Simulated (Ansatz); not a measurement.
# Where Y_B puts its levels in the gap of BP (F-43m)

Charge states of Y_B in BP (F-43m), set against the band edges. Model: a cell of 54 host atoms with 1 B taken out and 1 Y put in.

Program: Ansatz 0.2.0. Level of theory: place-levels on r2SCAN runs: charge-transition levels and formation energies with image-charge correction and potential alignment at the atomic sites; PAW set soft_1. Results are calculated unless marked as measured.

### 1. Starting point

The cell holds 54 atoms: 26 B, 27 P and 1 Y. Cell: a = 9.623 Å, b = 9.623 Å, c = 9.623 Å, α = 60.0°, β = 60.0°, γ = 60.0°. It derives from BP (space group F-43m). Nearest the centre at fractional (0.667, 0.333, 0.667): Y47 at 0.00 Å, P22 at 1.96 Å, P24 at 1.96 Å, P40 at 1.96 Å, P28 at 1.96 Å, B41 at 3.21 Å, B53 at 3.21 Å, B35 at 3.21 Å.

Coordinates:

```xyz
54
Lattice="0.0000 6.8046 6.8046 6.8046 0.0000 6.8046 6.8046 6.8046 0.0000" Properties=species:S:1:pos:R:3 pbc="T T T"
B     0.0000    0.0000    0.0000
P     3.4023    3.4023    3.4023
B     2.2682    2.2682    0.0000
P     5.6705    5.6705    3.4023
B     4.5364    4.5364    0.0000
P     7.9386    7.9386    3.4023
B     2.2682    0.0000    2.2682
P     5.6705    3.4023    5.6705
B     4.5364    2.2682    2.2682
P     7.9386    5.6705    5.6705
B     6.8046    4.5364    2.2682
P    10.2068    7.9386    5.6705
B     4.5364    0.0000    4.5364
P     7.9386    3.4023    7.9386
B     6.8046    2.2682    4.5364
P    10.2068    5.6705    7.9386
B     9.0727    4.5364    4.5364
P    12.4750    7.9386    7.9386
B     0.0000    2.2682    2.2682
P     3.4023    5.6705    5.6705
B     2.2682    4.5364    2.2682
P     5.6705    7.9386    5.6705
B     4.5364    6.8046    2.2682
P     7.9386   10.2068    5.6705
B     2.2682    2.2682    4.5364
P     5.6705    5.6705    7.9386
B     4.5364    4.5364    4.5364
P     7.9386    7.9386    7.9386
B     6.8046    6.8046    4.5364
P    10.2068   10.2068    7.9386
B     4.5364    2.2682    6.8046
P     7.9386    5.6705   10.2068
B     6.8046    4.5364    6.8046
P    10.2068    7.9386   10.2068
B     9.0727    6.8046    6.8046
P    12.4750   10.2068   10.2068
B     0.0000    4.5364    4.5364
P     3.4023    7.9386    7.9386
B     2.2682    6.8046    4.5364
P     5.6705   10.2068    7.9386
B     4.5364    9.0727    4.5364
P     7.9386   12.4750    7.9386
B     2.2682    4.5364    6.8046
P     5.6705    7.9386   10.2068
B     4.5364    6.8046    6.8046
P     7.9386   10.2068   10.2068
Y     6.8046    9.0727    6.8046
P    10.2068   12.4750   10.2068
B     4.5364    4.5364    9.0727
P     7.9386    7.9386   12.4750
B     6.8046    6.8046    9.0727
P    10.2068   10.2068   12.4750
B     9.0727    9.0727    9.0727
P    12.4750   12.4750   12.4750
```

Screening for the image-charge correction: ε∞ = 9.31, ε0 = 9.42, computed on the host (DFPT, PBEsol, on the r2SCAN cell), and a cell off the functional's own equilibrium shifts the ionic part.

The cell's shortest repeat is 9.6 Å.

### 2. What was run first

Levels follow from differences of total energies between charge states, each relaxed by itself.

Each atom starts 0.05 Å or so off its site in a random direction: a symmetric start keeps its symmetry, and would miss off-centre moves and Jahn–Teller distortions. Forces are taken on a 2×2×2 shifted mesh. The cell holds 1 electron more than the neutral one, with a uniform background that keeps it neutral on the whole. The electron count is odd, so at least one spin is unpaired; this run locks the moment at 1 μB.

The sampling was tested on the host first: at the k-points planned (1x1x1 shifted 0.25 0.25 0.25) its energy lies 0.152 eV an atom from the dense-mesh value, so the final energies take a denser sampling.

One state's input; the others differ in charge, spin, start and seed, and in occupations where the table says so.

Input file qm1_M1.relax/input.yaml:

```yaml
crystal:
  lattice:
    - [0.0, 2.26818541, 2.26818541]
    - [2.26818541, 0.0, 2.26818541]
    - [2.26818541, 2.26818541, 0.0]
  atoms:
    - { symbol: B, position: [0.0, 0.0, 0.0] }
    - { symbol: P, position: [0.75, 0.75, 0.75] }
  supercell: [3, 3, 3]
  defects: [{ substitution: { at: 46, symbol: "Y" } }]
total_charge: -1
basis:
  ecutwfc: 500
  xc_grid: 2
hamiltonian:
  xc: r2scan
  pseudopotentials: { kind: paw, azcp: { folder: soft_1 } }
kpoints:
  mp_grid: { grid: [2, 2, 2], shift: [0.5, 0.5, 0.5] }
magnetization:
  spin_polarized: true
  initial_magnetization: 1
  spin_locking: { lock_magnetization: hard }
scf:
  occupations: { method: fixed }
  max_iter: 100
output:
  forces: true
  charged_corrections: { epsilon: 9.31, static_epsilon: 9.42 }
relax:
  f_tol: 0.02
  max_steps: 80
  random_displacement: { amplitude: 0.05, seed: 6850 }
checkpoint:
  write: "../qm1_M1.relax.run"
  compress: false
  write_wavefunctions: true
  write_every: 100000
```

Command:

```sh
> ansatz run input.yaml --threads 4 --pin off --max-ram 7536MiB --backend cpu --events-out ev --progress --plain --runs-dir out
```

The run of this state that the levels use, under r2SCAN:

Input file qm1_M1.point/input.yaml:

```yaml
crystal:
  checkpoint: "../qm1_M1.relax.run"
  host: checkpoint
total_charge: -1
basis:
  ecutwfc: 500
  xc_grid: 2
hamiltonian:
  xc: r2scan
  pseudopotentials: { kind: paw, azcp: { folder: soft_1 } }
kpoints:
  mp_grid: { grid: [2, 2, 2], shift: [0.5, 0.5, 0.5] }
magnetization:
  spin_polarized: true
  initial_magnetization: 1
  spin_locking: { lock_magnetization: hard }
scf:
  occupations: { method: fixed }
  max_iter: 100
output:
  forces: true
  eigenvalues: true
  charged_corrections:
    epsilon: 9.31
    static_epsilon: 9.42
    defect_position: [0.666667, 0.333333, 0.666667]
  eigenstates: { localisation: true }
  populations: true
  efg: {}
  band_densities: [{ bands: [v1, v1] }, { bands: [c1, c1] }]
  write_density: true
  write_potential: true
  volumetric_format: npy
checkpoint:
  read: "../qm1_M1.relax.run"
  write: "../qm1_M1.point.run"
  compress: false
  write_wavefunctions: false
  write_every: 100000
```

Relaxations under r2SCAN at a 2×2×2 shifted mesh; times on 4 threads of Arm Neoverse V1, shared host:

```tsv
charge	moment (μB)	occupations	outcome	steps	largest displacement against the far atoms (Å)	time
−1	1	fixed	converged	11	1.06	13 min
0	0	fixed	converged	12	0.99	5.2 min
+1	1	fixed	converged	11	0.83	14 min
0	2	fixed	converged	13	0.84	15 min
```

Single points under r2SCAN at a 2×2×2 shifted mesh; times on 4 threads of Arm Neoverse V1, shared host:

```tsv
charge	moment (μB)	occupations	outcome	time
−1	1	fixed	converged	70 s
0	0	fixed	converged	31 s
+1	1	fixed	converged	62 s
0	2	fixed	converged	68 s
```

Distances (Å) from Y47 to the nearest atoms after relaxation with r2SCAN:

```tsv
charge	moment (μB)	1.	2.	3.	4.	5.	6.
−1	1	P 2.40	P 2.46	P 2.46	B 2.56	P 2.65	B 2.91
0	0	P 2.44	P 2.44	P 2.45	B 2.56	P 2.69	B 2.81
0	2	P 2.42	P 2.44	P 2.59	P 2.60	B 2.75	B 2.75
+1	1	P 2.44	P 2.44	P 2.51	B 2.66	P 2.66	B 2.69
```

### 3. Placing the levels, r2SCAN

A charged cell interacts with its images and the background, and its potential has another zero than the host's. place-levels removes the first by a point-charge model, screened by the static dielectric constant since the ions have relaxed around the charge, and the second by comparing potentials at atoms far from the defect.

The host is a run of the defect-free crystal in the same cutoffs, grids and k-points, so that basis and sampling errors cancel in part in the differences. The host is run in a cell of 2 atoms on a matching mesh. Its band edges are searched through the zone by a band path, so the gap is smaller than, or equal to, that on the mesh. Chemical potentials are energies per atom of B (alpha-rhombohedral (B12)) and Y (hcp), run with the same functional and cutoff.

Input file levels.point.yaml:

```yaml
host:
  run: host.point.run
states: [qm1_M1.point.run, q0.point.run, qp1_M1.point.run, q0_M2.point.run]
geometry_from:
  qm1_M1.point.run: qm1_M1.relax.run
  q0.point.run: q0.relax.run
  qp1_M1.point.run: qp1_M1.relax.run
  q0_M2.point.run: q0_M2.relax.run
  host.point.run: host.relax.run
chemical_potentials:
  B:
    energy: -156.554104
    dataset: <sha256 of the dataset>
  "Y":
    energy: -3859.72699
    dataset: "<sha256 of the dataset>"
epsilon: 9.31
static_epsilon: 9.42
vertical:
  - { from: qm1_M1.point.run, to: qm1_M1.point_neutral.run }
  - { from: qp1_M1.point.run, to: qp1_M1.point_neutral.run }
```

Command:

```sh
> ansatz place-levels levels.point.yaml -- --threads 4 --pin off --max-ram 7536MiB
```

Numbers of over 12 decimals in the logs are rounded to 6 here.

The program printed:

```text
[... repeated set-up lines and file paths are left out, and long positions are rounded to six places ...]
(+1/0) 0.341 eV above the valence edge, 1.066 eV under the conduction edge
(0/-1) 1.493 eV above the valence edge (+1.793 eV without the band-filling correction), in the conduction band
formation energy of charge +1: +5.354 eV with the Fermi level at the valence edge
formation energy of charge 0: +5.694 eV with the Fermi level at the valence edge
formation energy of charge -1: +7.187 eV with the Fermi level at the valence edge
vertical -1 to 0: no energy, since no alignment is typed
  the change from vertical[0].from (qm1_M1.point.run) to vertical[0].to (qm1_M1.point_neutral.run): by its potential at epsilon 9.31 it stands at 0.639 0.305 0.559, with an rms radius of about 3.5 Å (2.1 2.1 1.8 Å across the planes of the cell's vectors); [...]
vertical +1 to 0: no energy, since no alignment is typed
  the change from vertical[1].from (qp1_M1.point.run) to vertical[1].to (qp1_M1.point_neutral.run): by its potential at epsilon 9.31 it stands at 0.582 0.004 0.580, with an rms radius of about 3.2 Å (0.9 2.8 1.2 Å across the planes of the cell's vectors); [...]
  edges by r2scan, gap 1.407 eV; the host is sampled to repeats of 19.25 Å
  the defect's cells are sampled to repeats of 19.25 Å, like sampling
  charge +1: -28457.6393 eV with its correction of +0.613 eV, at epsilon 9.42, aligned at sites: +0.3553 eV, mean over 19 atomic sites at or beyond 4.81 Å from the defect at [0.6667, 0.3333, 0.6667], with -0.000000 for the charge's moments and without [...]
  charge 0: +0.000 eV for its dipole among its images, +0.000 omitted
  charge -1: -28437.0471 eV with its correction of -0.228 eV, at epsilon 9.42, aligned at sites: +0.4860 eV, mean over 19 atomic sites at or beyond 4.81 Å from the defect at [0.6667, 0.3333, 0.6667], with +0.000000 for the charge's moments and without [...]
  charge 0: states[3] (q0_M2.point.run) stands 1.058 eV higher, with a moment of 2.00 μB against 0.00
  of states[2] (qp1_M1.point.run): it parts from the run at its places by a charge that spreads by about 2.8 Å along one vector (1.4 Å or more is wide), by its potential at epsilon 9.31, taken for that of held ions (one typed too small widens it), where the [...]
  of states[1] (q0.point.run): its alignment with the host at atomic sites is doubtful: the mean over the far sites moves by +0.0695 eV from their farther parts to their nearer, more than 0.05 eV. [...]
  of states[0] (qm1_M1.point.run): it parts from the run at its places by a charge that spreads by about 2.1 Å along one vector (1.4 Å or more is wide), by its potential at epsilon 9.31, taken for that of held ions (one typed too small widens it), where the [...]
  of states[3] (q0_M2.point.run): its alignment with the host at atomic sites is doubtful: the mean over the far sites moves by -0.0668 eV from their farther parts to their nearer, more than 0.05 eV. [...]
  of vertical[0].from (qm1_M1.point.run): stability_check_not_made; [...]
  of vertical[1].from (qp1_M1.point.run): stability_check_not_made; [...]
```

The job ended after 0.4 s (4 threads of Arm Neoverse V1, shared host).

Levels between the charges placed, in eV above the valence top:

```tsv
	gap (eV)	(+1/0)	(0/−1)
r2SCAN	1.41	0.34	1.49
```

Corrections by state:

```tsv
charge	moment (μB)	image terms and alignment (eV)	band filling (eV)	ε used	over the lowest of its charge, as the program ranks them, band filling apart (eV)
+1	1.0	0.613	-	9.42	0.000
0	0.0	0.000	-	-	0.000
−1	1.0	-0.228	-0.300	9.42	0.000
0	2.0	0.000	-	-	1.058
```

The charged structures listed were also run neutral, and place-levels reads from each pair, by the potential or the spins, how wide the charge is by which they differ; that can be the carrier of either run.

```tsv
charge	rms radius (Å)	spread where it is widest against the cell (Å)	wide from (Å)	reading
+1	3.2	2.85	1.36	wide
−1	3.5	2.11	1.36	wide
```

The neutral runs of these pairs need not share the spin of the lowest neutral state, and very wide values only mean spread over the cell.

From the program's caveats on the states, each cut to its opening words:

- charge +1 (1 μB): it parts from the run at its places by a charge that spreads by about 2.8 Å along one vector (1.4 Å or more is wide), by its potential at epsilon 9.31, taken [...]
- charge +1 (1 μB): its alignment with the host at atomic sites is doubtful: the mean over the far sites moves by -0.0654 eV from their farther parts to their nearer, more than [...]
- charge +1 (1 μB): the far atoms show a dipole or second moment of the defect's charge, for which the correction takes or leaves out 0.342 eV: further moments aren't read, and [...]
- charge +1 (1 μB), −1 (1 μB), 0 (2 μB): flagged: stability check not made
- charge 0: its alignment with the host at atomic sites is doubtful: the mean over the far sites moves by +0.0695 eV from their farther parts to their nearer, more than [...]
- charge −1 (1 μB): it parts from the run at its places by a charge that spreads by about 2.1 Å along one vector (1.4 Å or more is wide), by its potential at epsilon 9.31, taken [...]
- charge −1 (1 μB): a band-filling correction moves a carrier to the host's band edge, which changes its energy by -0.300 eV
- charge −1 (1 μB): its alignment with the host at atomic sites is doubtful: the mean over the far sites moves by +0.0578 eV from their farther parts to their nearer, more than [...]
- charge 0 (2 μB): its alignment with the host at atomic sites is doubtful: the mean over the far sites moves by -0.0668 eV from their farther parts to their nearer, more than [...]
- charge 0 (2 μB): the far atoms show a dipole or second moment of the defect's charge, for which the correction takes or leaves out 0.348 eV: further moments aren't read, and [...]
- charge 0 (2 μB): its moments are held at its close (magnetization.spin_locking), by a field of 0.468 eV a Bohr magneton, and its energy and levels are of the state that this [...]
- charge 0 (2 μB): filled levels lie above empty ones at the fixed electron count

The host's formation energy from the elements is -0.484 eV per atom; it sets how far the chemical potentials can move.

Limit set by the element alone; other compounds of these elements are not counted. Chemical potentials from the elements' reference states: B 0.00 eV, P -0.97 eV, Y 0.00 eV. Formation energy by charge state (B-rich; gap 1.41 eV):

```tsv
charge	at valence top (eV)	at conduction bottom (eV)	correction included (eV)
+1	5.35	6.76	0.61
0	5.69	5.69	0.00
−1	7.19	5.78	-0.53
```

```json
{"Fermi level (eV)": "0.00", "lowest formation energy (eV)": "5.35"}
{"Fermi level (eV)": "0.13", "lowest formation energy (eV)": "5.48"}
{"Fermi level (eV)": "0.26", "lowest formation energy (eV)": "5.61"}
{"Fermi level (eV)": "0.38", "lowest formation energy (eV)": "5.69"}
{"Fermi level (eV)": "0.51", "lowest formation energy (eV)": "5.69"}
{"Fermi level (eV)": "0.64", "lowest formation energy (eV)": "5.69"}
{"Fermi level (eV)": "0.77", "lowest formation energy (eV)": "5.69"}
{"Fermi level (eV)": "0.90", "lowest formation energy (eV)": "5.69"}
{"Fermi level (eV)": "1.02", "lowest formation energy (eV)": "5.69"}
{"Fermi level (eV)": "1.15", "lowest formation energy (eV)": "5.69"}
{"Fermi level (eV)": "1.28", "lowest formation energy (eV)": "5.69"}
{"Fermi level (eV)": "1.41", "lowest formation energy (eV)": "5.69"}
```

Limit set by the element alone; other compounds of these elements are not counted. Chemical potentials from the elements' reference states: P 0.00 eV, B -0.97 eV, Y 0.00 eV. Formation energy by charge state (P-rich; gap 1.41 eV):

```tsv
charge	at valence top (eV)	at conduction bottom (eV)	correction included (eV)
+1	4.39	5.79	0.61
0	4.73	4.73	0.00
−1	6.22	4.81	-0.53
```

(Fermi level (eV), lowest formation energy (eV)): (0.00, 4.39), (0.13, 4.51), (0.26, 4.64), (0.38, 4.73), (0.51, 4.73), (0.64, 4.73), (0.77, 4.73), (0.90, 4.73), (1.02, 4.73), (1.15, 4.73), (1.28, 4.73), (1.41, 4.73)

### 4. Summary of results

| Item | Value |
| --- | --- |
| gap of the host | 1.41 eV (r2SCAN) |
| level (plus 1/0) | 0.34 eV above the valence top |
| level (0/minus 1) | 1.49 eV above the valence top, past the conduction bottom (1.79 eV above the valence top without the band-filling term) |
| lowest of the charges placed, just above the valence top (0.02 eV) | +1 |
| lowest of the charges placed, just below the conduction bottom (0.02 eV) | 0 |
| lowest formation energy at mid-gap of the charges run, B-rich | 5.69 eV |
| lowest formation energy at mid-gap of the charges run, P-rich | 4.73 eV |

What this shows: Of the charges placed (−1, 0 and +1), the lowest changes at 0.34 eV (+1/0) above the valence top, in a gap of 1.41 eV. (+1/0) lies nearer to a band edge than the share of the finite-size correction in it (0.61 eV), and that correction holds for a localised charge alone. Charges above +1 were not placed, so these runs say nothing of levels that involve them. States placed: +1 at 1 μB; 0 at 0 μB and 2 μB; −1 at 1 μB. Other spin states or structures, where not listed, weren't placed. The program finds carriers beyond a band edge of the host and adds a band-filling term at charge −1 (-0.30 eV); steps to such a charge show no bound level, and a defect level inside a band would be read the same way. At charge 0 the atom put in ends up to 0.8 Å from its starting place, so the name tells the start alone and the levels can join different sites. Y is taken at its element; compounds, which aren't counted here, bound the chemical potentials and would shift these formation energies. The program doubts the alignment of potentials for at least one state, a sign that the cell is small. Limits: r2SCAN makes the gap too small and tends to spread out bound carriers.

[Logs are printed without paths, hosts, clocks, repeated set-up lines and the standing remarks that a program may print on its own settings, such as how far it seeks lower states.]

[Hosts, paths, dates, database ids (printed as entryN), source tags and the programs' standing remarks are cut or masked in the printed files.]

[Where a table of states has a column of steps, it counts the stored structures, which are thinned; the runs took as many ionic steps or more.]

[A defect's name tells the site on which it was built; relaxed atoms can leave that site.]

[For some hosts the program warned that the k-mesh of the response run may be too coarse for force constants and the static dielectric constant; such warnings are not shown here.]
